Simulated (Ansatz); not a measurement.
# VSe2 monolayer (1T): phonons and vibrational spectra, part 2 of 2

The cell of VSe2 monolayer (1T) is at rest. What are its phonons? After the zone centre comes a 4×4×1 q mesh on a 20×20×1 k mesh.

Ansatz 0.2.0; DFT PBEsol, scalar-relativistic, plane waves, PAW; PAW set soft_1.

So far. Step 2 (Modes at Γ): Before it was imposed, the acoustic sum rule was missed by 2.6e-5 eV/Å². Small misses are needed for a sound result but don't prove that mesh and cutoff are converged. The lowest optical mode is real, 145 cm⁻¹.

## 3. Response at finite wavevector

Stability and thermal properties need the whole zone. Linear response on a 4×4×1 q mesh gives force constants as far as a supercell of that size would.

Contents of input.yaml:

```yaml
crystal:
  lattice:
    - [3.263195474, 0.0, 0.0]
    - [-1.631597737, 2.826010178, 0.0]
    - [0.0, 0.0, 29.9272]
  atoms:
    - { symbol: V, position: [0.0, 0.0, 0.3341441899], spin: 0.38 }
    - { symbol: Se, position: [0.3333333333, 0.6666666667, 0.3868907976] }
    - { symbol: Se, position: [0.6666666667, 0.3333333333, 0.2813975822] }
  periodic: [true, true, false]
kpoints:
  mp_grid: { grid: [20, 20, 1] }
hamiltonian:
  xc: pbesol
  pseudopotentials: { kind: paw, azcp: { folder: soft_1 }, xc_functional: pbe }
scf:
  occupations: { method: gaussian, width: 0.15 }
output:
  eigenvalues: true
  populations: true
magnetization:
  spin_polarized: true
phonons:
  method: dfpt
  qmesh: [4, 4, 1]
  temperatures: { t_max: 1000, t_step: 50 }
  qpath:
    path:
      - [0.0, 0.0, 0.0]
      - [0.5, 0.0, 0.0]
      - [0.33333333, 0.33333333, 0.0]
      - [0.0, 0.0, 0.0]
    npoints: 10
```

On the command line:

```sh
$ ansatz run input.yaml --threads 8 --pin off --max-ram 16384MiB --backend cpu --events-out ev --progress --plain --runs-dir out
```

Numbers of over 12 decimals in the logs are rounded to 6 here.

The log of the run:

```text
[...]
Crystal: 3 atoms, lattice volume = 275.983 Å³
Basis set: ecut = 420 eV, 5513 PW (Γ), exchange–correlation on 48×48×432 points (8 copies of the dense FFT grid, shifted against one another)
Bands: 28, of which v1, the nominal top of the filled ones, is band 23 counted from 1 (22 counted from 0)
Symmetry: 12 space group operations
[...]
k-points: 44 of 400
[...]
Starting moments: Σ|m| = 0.38 μB on 1 of 3 sites
[...]
SCF 1 converged in 11 iterations: F = -13735.845411 eV  dr2 = 5.23e-10
[...]
k-points: 44 of 400 (irreducible under 6 space group operations, time reversal used)
[...]
SCF iter   6: F=-13735.845411 eV  HF=-13735.845411 eV  |F-HF|=6.37e-11  |Δ(HF+E_count)|=  9.82e-11  Δρ=2.53e-8 (↑2.53e-8 ↓2.46e-8)  dr2=8.20e-12  dr2_m=1.74e-13  M=0.373 μB ∫|m|=0.476 μB  ethr=1.00e-12  ⟨swp⟩=12.3  Hψ=16251  notcnv=0
SCF 2 converged in 6 iterations: F = -13735.845411 eV  dr2 = 8.20e-12
phonons: the bands overlap, so this run is a metal and interpolates without the dipole-dipole term. If the crystal is really an insulator or semiconductor, its LO-TO splitting is missing
NSCF: frozen V_eff on 44 k-points
WARN: eigensolver did not converge (σ=↑ k=0): 1 band(s) unlocked after 2 eigensolves, warm-restarted (20 sweeps on the last) at ethr=1.23e-12 eV (storage-precision floor; scheduled 1.00e-12 eV) (lowest unlocked band 27, counted from 0; max residual 2.60e-5 eV among the unlocked bands, 2.60e-5 eV over every band; other slots of this pass that fall short are told together in one closing line; warning suppressed until the next SCF loop or pass starts)
WARN: eigensolver did not converge in 64 slots of this pass, the one above among them; of largest residual over every band (σ=↑ k=34): 1 band(s) unlocked (lowest unlocked band 27, counted from 0; max residual 1.04e-2 eV among the unlocked bands, 1.04e-2 eV over every band); of lowest unlocked band (σ=↑ k=0): band 27
[...]
DFPT response loops at q = (0, 0, 0) (fractional): preconditioner auto → none (partly filled bands, converged f_vac=0.769); β = 0.30; Broyden in place of MSR1
[...]
SCF converged after 6 iterations
Magnetization: 0.3728 μB (22.6864 up, 22.3136 down)
Absolute magnetization: 0.4758 μB (∫|ρ↑−ρ↓|, with the PAW one-centre terms)
[...]
Per-site moments (μB) at R_I (Å): [(0.343800, 1.013888), (-0.016071, 1.013888), (-0.016071, 1.013888)]
Free energy (F): -13735.845411 eV
[...]
Internal energy: -13735.822939 eV  (E = F + TS)
E sigma→0 (E₀):  -13735.834175 eV
Entropy (-TS):   -0.022472 eV (-7.491 meV/atom)
Fermi energy:    -5.009218 eV
[...]
--- Band table (eV; the first three rows and the last of 88) ---
  k-point 0 ↑: bands = [... 19 lower, -7.2522, -5.2213, -5.2058, -5.2058, -3.8594, -3.8594, -1.4541, -1.4541, ... 1 higher]
  k-point 1 ↑: bands = [... 19 lower, -6.9561, -5.3445, -5.2816, -5.2223, -3.9491, -3.8167, -1.6709 (-1.6709°), -1.4972, ... 1 higher]
  k-point 2 ↑: bands = [... 19 lower, -6.7277, -5.7780, -5.4644, -5.2424, -4.0864, -3.7331, -2.1458, -1.6042, ... 1 higher]
  k-point 43 ↓: bands = [... 19 lower, -8.4746, -7.7669, -7.7265, -4.0442, -3.8721, -3.7878, -2.4727, -2.1404, ... 1 higher]
  ° read free of the cell's end (the report's vacuum.weakly_bound_levels)
--- Phonons (Γ-DFPT): 6 representative perturbations + reference (Σ response iterations 21) ---
  ASR residual: 9.170e-5 → 0.000e0 eV/Å²; symmetrization residual: 8.427e-6 eV/Å²
[...]
ASR residual per site (eV/Å²): 9.17e-5 7.41e-5 8.03e-5
  Γ frequencies (cm⁻¹): 0.00 0.00 0.00 144.35 144.35 212.75 213.05 213.05 367.40
--- Phonons (arbitrary-q DFPT): 4 irreducible q on the 4×4×1 mesh ---
  q = [0.0000, 0.0000, 0.0000] (star 1, of the zone-centre solve; hermiticity 8.82e-7, symmetrization 2.75e-12, taken by the last average 1.07e-7): -0.00 -0.00 -0.00 144.35 144.35 212.75 213.05 213.05 367.40
  q = [0.0000, 0.2500, 0.0000] (star 6, 9 solved perturbations on 210 of 400 k-point pairs; hermiticity 1.34e-6, symmetrization 1.05e-11, taken by the last average 1.92e-7): 16.77 58.05 63.75 147.89 170.04 170.70 176.69 235.57 333.73
[...]
q = [0.2500, 0.2500, 0.0000] (star 6, 6 solved perturbations in 1830 linear systems a pass and spin channel, the states on 400 of 400 k-point pairs; hermiticity 1.39e-6, symmetrization 5.00e-11, taken by the last average 1.67e-6): 91.11 110.00 120.50 173.46 175.19 195.57 219.67 263.64 283.63
  sum rule: each row above includes the acoustic sum rule's correction from the zone centre's row sums; it moved no ω² by more than (0.70 cm⁻¹)²
  mesh force constants: q→R imaginary residual 4.32e-18; ASR residual 9.170e-5 → 0.000e0 eV/Å²; symmetrization residual 1.066e-14 eV/Å²
  interpolated dispersion: 31 rows × 9 modes
  density of states and harmonic sums: on the 24×24×1 q-mesh, interpolated from the force constants of a 4×4×1 supercell (no non-analytic term)
  largest difference from the sums on the solved wave vectors: F 3.94e-2 eV, S 5.51e-5 and C_V 1.57e-5 eV/K
  zero-point energy: 0.094754 eV/cell   skipped modes (ω ≤ 0): 3   left out of the sums: 5.79e-4 of the cell's modes: C_V's classical limit lies that fraction below 3 k_B per atom; for a crystal, a wire or a layer, F and S can be off by more, and a phonons.interpolated_qmesh denser along its periods is the remedy for the sampling
--- Löwdin populations: 3 sites ---
  site symbol       q [e]    m [muB]
     0      V     12.4053     0.4219
     1     Se     16.1921    -0.0268
     2     Se     16.1921    -0.0268
  spilling = 0.004678 (of n_electrons = 45.000000)
```

Run time: 16 min. Hardware: 8 threads of Arm Neoverse V2, shared host; peak memory 9.3 GiB.

Numbers from this step:

* magnetization: 0.3728 μB
* absolute magnetization: 0.4758 μB
* site moments: 0.3438, -0.01607, -0.01607 μB
* sum-rule residual before enforcement: 9.17e-5 eV/Å²
* lowest frequency on the path: 0 cm⁻¹
* highest frequency on the path or at a solved wavevector: 367.4 cm⁻¹
* mean frequency: 169.9 cm⁻¹
* highest optical mode at the zone centre (no LO-TO term): 367.4 cm⁻¹
* lowest optical zone-centre mode: 144.3 cm⁻¹
* lowest mode on the q mesh (acoustic modes at Γ apart): 16.77 cm⁻¹
* zero-point energy per atom: 31.58 meV
* heat capacity at 300 K: 23.36 J/(mol atoms K)
* vibrational entropy at 300 K: 34.63 J/(mol atoms K)

Frequencies (cm⁻¹) solved at each irreducible wavevector; negative means imaginary. Frequencies by wavevector, by row:

```csv
q in reciprocal lattice units,star,mode 1,mode 2,mode 3,mode 4,mode 5,mode 6,mode 7,mode 8,mode 9
0 0 0,1,0,0,0,144.3,144.3,212.8,213.1,213.1,367.4
0 0.25 0,6,16.8,58,63.8,147.9,170,170.7,176.7,235.6,333.7
0 -0.5 0,3,119.3,124.2,136.6,157.8,171.9,187.2,205.7,251.1,305
0.25 0.25 0,6,91.1,110,120.5,173.5,175.2,195.6,219.7,263.6,283.6
```

Interpolated from a 4×4×1 q mesh. Phonon branches along the path, in cm⁻¹:

```csv
point,branch 1,branch 2,branch 3,branch 4,branch 5,branch 6,branch 7,branch 8,branch 9
Γ,0,0,0,144,144,213,213,213,367
halfway,17,58,64,148,170,171,177,236,334
M,119,124,137,158,172,187,206,251,305
halfway,115,118,136,171,172,201,225,252,291
K,120,127,127,181,181,202,258,260,260
halfway,48,59,69,159,163,175,184,244,323
Γ,0,0,0,144,144,213,213,213,367
```

The phonon branches as a text plot (rows in cm⁻¹):

```
    360 |*******                                           ******
    344 |       **                                    *****
    329 |         ****                              **
    314 |             ****                        **
    299 |                 **********           ***
    283 |                           **       **
    268 |                             ***  ****
    253 |               *******************    *****
    237 |   ************            **     **       *********
    222 | **                      **         **              ***
    207 |*****          *********************  ***           ****
    191 | **  **    **************           *********     *****
    176 |   **  ***************    ***************  *********
    161 |     ****      ***********               *********
    145 |***************                              ***********
    130 |                 *********************
    115 |               **************************
    100 |             ****                   *****
     84 |           ****                       *****
     69 |         ****                              **
     54 |       ******                            *********
     38 |   ******                                    *******
     23 | **  **  **                                     **  ***
      8 |*****  **                                         ******
         Γ                   M           K                      Γ
```

Tetrahedra on a 24×24×1 mesh, mean over bins of 5 cm-1. Interpolated from a 4×4×1 q mesh. The phonon density of states by wavenumber; read off at these points:

```csv
wavenumber (cm⁻¹),phonon density of states (1/cm⁻¹/cell)
2,0.00301
18,0.0104
28,0.0136
42,0.0160
52,0.0198
68,0.0177
78,0.0185
92,0.0225
102,0.0287
118,0.0620
128,0.0211
142,0.00455
152,0.0374
168,0.146
178,0.0666
192,0.0493
198,0.0528
202,0.0476
218,0.00972
228,0.0107
238,0.0418
242,0.0282
252,0.0506
268,0.00498
278,0.00677
292,0.0123
302,0.0254
318,0.0105
328,0.00856
342,0.00717
352,0.00645
368,0.00231
```

The partial phonon density of states has structure finer than the step of the table below, so its rows give means over 10 cm⁻¹, whole bins alone (the curve runs from -10 to 388 cm⁻¹). Peaks (cm⁻¹: height): Se 115.3: 0.0389, 167.9: 0.101, 200.5: 0.0507, 235.6: 0.0236; V 50.1: 0.00988, 115.3: 0.0202, 167.9: 0.0249, 200.5: 0.00671, 250.6: 0.0266, 303.2: 0.0202, 325.8: 0.00868.

Phonopy on the run's constants, 19x19x1 mesh, Gaussian sigma 2.8 cm-1. Interpolated from a 4×4×1 q mesh. Table of partial phonon density of states by wavenumber; means over each step; values in 1/cm⁻¹/cell:

```csv
wavenumber (cm⁻¹),Se,V
0,0.00213,0.00132
10,0.00348,0.00167
20,0.00799,0.00531
30,0.00977,0.00679
40,0.0109,0.00681
50,0.0120,0.00927
60,0.00943,0.00708
70,0.0101,0.00774
80,0.0119,0.00844
90,0.0122,0.00791
100,0.0175,0.0106
110,0.0264,0.0140
120,0.0303,0.0163
130,0.0159,0.00934
140,0.0114,0.00299
150,0.0355,0.00287
160,0.0489,0.00670
170,0.0867,0.0188
180,0.0500,0.00569
190,0.0416,0.00527
200,0.0433,0.00556
210,0.0150,0.00490
220,0.00601,0.00380
230,0.0115,0.00686
240,0.0195,0.0137
250,0.0171,0.0220
260,0.00735,0.0125
270,0.00198,0.00440
280,0.00200,0.00538
290,0.00292,0.00847
300,0.00484,0.0148
310,0.00413,0.0127
320,0.00238,0.00736
330,0.00201,0.00624
340,0.00180,0.00562
350,0.00163,0.00506
360,0.00140,0.00433
370,3.9e-4,0.00120
380,9.0e-7,4.9e-6
```

Harmonic thermodynamic functions per atom, from the density of states. Interpolated from a 4×4×1 q mesh. Thermodynamic functions, by row:

```csv
T (K),F_vib (meV/atom),S (J/mol-atom/K),C_V (J/mol-atom/K)
0,31.58,0,0
100,26.31,12.33,15.51
200,6.31,25.47,21.66
300,-25.1,34.63,23.36
400,-64.69,41.46,24.02
500,-110.5,46.86,24.34
600,-161.5,51.31,24.52
700,-216.7,55.1,24.63
800,-275.5,58.4,24.7
900,-337.6,61.31,24.75
1000,-402.5,63.92,24.78
```

Symmetry leaves 4 wavevectors to solve. The lowest mode among them, the acoustic zeros apart, lies at q = (0, 0.25, 0) and is real, 16.8 cm⁻¹.

## 4. Another isotope

An isotope changes the mass and not the force constants, so no new electronic calculation is needed; the shifts show which modes move this element.

The same force constants with the mass of Se changed from 78.971 to 81.917 u (phonopy, no LO-TO term). Both lists are sorted by frequency; levels can cross, so a row need not hold one and the same mode. Modes under 3 cm⁻¹ are left out. Isotope shifts, by row:

```csv
q,rank,natural mass (cm⁻¹),changed mass (cm⁻¹)
0 0 0,4,144.3,141.7
0 0 0,5,144.3,141.7
0 0 0,6,212.8,208.9
0 0 0,7,213.1,212.1
0 0 0,8,213.1,212.1
0 0 0,9,367.4,365.8
0 0.25 0,1,16.77,16.65
0 0.25 0,2,58.05,57.24
0 0.25 0,3,63.75,63.09
0 0.25 0,4,147.9,145.5
0 0.25 0,5,170,167.1
0 0.25 0,6,170.7,169
0 0.25 0,7,176.7,173.5
0 0.25 0,8,235.6,232.7
0 0.25 0,9,333.7,332.3
0 -0.5 0,1,119.3,117.7
0 -0.5 0,2,124.2,122.4
0 -0.5 0,3,136.6,135.1
0 -0.5 0,4,157.8,154.9
0 -0.5 0,5,171.9,171.3
0 -0.5 0,6,187.2,183.9
0 -0.5 0,7,205.7,202
0 -0.5 0,8,251.1,249.2
0 -0.5 0,9,305,303.7
0.25 0.25 0,1,91.11,90.19
0.25 0.25 0,2,110,108.8
0.25 0.25 0,3,120.5,119.1
0.25 0.25 0,4,173.5,170.5
0.25 0.25 0,5,175.2,172
0.25 0.25 0,6,195.6,192
0.25 0.25 0,7,219.7,217.2
0.25 0.25 0,8,263.6,261.9
0.25 0.25 0,9,283.6,282.3
```

A mode of this element alone would shift by -1.81 %. The highest zone-centre frequency without the field goes from 367.4 to 365.8 cm⁻¹ (-0.4 %). The product of the frequency ratios over all optical modes at Γ is 0.934; the product rule, (m/m′)^(3k/2) (M′/M)^(3/2) with k = 2 such atoms and M the mass of the cell, gives 0.934.

## 5. What came out

```yaml
space_group_within_0p01_a: P-3m1
area_per_atom: 3.07 Å²
electronic_character: no gap on this mesh
highest_optical_mode_at_the_zone_centre_no_lo_to_term: 368 cm⁻¹
lowest_optical_zone_centre_mode: 145 cm⁻¹
lowest_mode_on_the_q_mesh_acoustic_modes_at_gamma_apart: 16.8 cm⁻¹
highest_frequency_on_the_path_or_at_a_solved_wavevector: 367 cm⁻¹
zero_point_energy_per_atom: 31.6 meV
heat_capacity_at_300_k: 23.4 J/(mol atoms K)
vibrational_entropy_at_300_k: 34.6 J/(mol atoms K)
imaginary_modes_on_the_4x4x1_q_mesh: none
net_magnetic_moment_of_the_cell_as_run: 0.378 μB
```

The structure is a minimum as far as tested: no mode is imaginary at the 4 irreducible wavevectors of the 4×4×1 mesh, and the softest away from the acoustic zeros lies at 17 cm⁻¹. The optical modes at Γ span 145 to 368 cm⁻¹. The highest mode in this list at Γ, 367.5 cm⁻¹, is mostly motion of V (76 % of the kinetic energy). The ferromagnetic order comes from parallel starting moments and need not be the ground state. With no gap, or one that is small against the smearing, the frequencies hang on the k mesh and the smearing, most of all near Kohn anomalies. In a sheet or slab the interpolated bending branch near Γ is rough, since the rotational sum rule isn't imposed. The PAW files were made for PBE and serve the other functionals too. A phonon run warned that its eigensolver left some bands unconverged in a pass. The starting cell was built on a prototype and not taken from a measurement. These are harmonic frequencies at zero temperature: anharmonic shifts, linewidths and thermal expansion are left out.

[Logs are printed without paths, hosts, clocks, repeated set-up lines and the standing remarks that a program may print on its own settings, such as how far it seeks lower states.]

[Hosts, paths, dates, database ids (printed as entryN), source tags and the programs' standing remarks are cut or masked in the printed files.]
